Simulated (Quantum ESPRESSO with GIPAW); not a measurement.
# From 29Si NMR to local structure in C4H8Br4Si

A crystal of composition C4H8Br4Si (one database entry, not always the ambient form) has the 29Si spectrum and parameters below, calculated by GIPAW (PBEsol; shifts against TMS, scatter of the reference line 5 ppm; spans on the shift scale).

Simulated spectrum, 29Si MAS at 15 kHz, 16.4 T (138.8 MHz), lines broadened by 0.8 ppm; rigid lattice, with dipolar and J couplings left out: a single narrow line at 3.3 ppm.

| line | δ_iso (ppm) | relative area | span (ppm) | skew |
| --- | --- | --- | --- | --- |
| A | 3.3 | 1 | 28.4 | 1.00 |

Q: What surrounds each Si site, and how symmetric is it?

A: skew ±1 point to an axis of order three or more.  The structure behind these values (space group P-42_1c; other structures could give like values):

| line | surroundings | neighbours | bonds (Å) | site symmetry |
| --- | --- | --- | --- | --- |
| A | SiC4 | 4 | 1.879 | -4 |

[Hosts, paths, dates, database ids (printed as entryN), source tags and the programs' standing remarks are cut or masked in the printed files.]
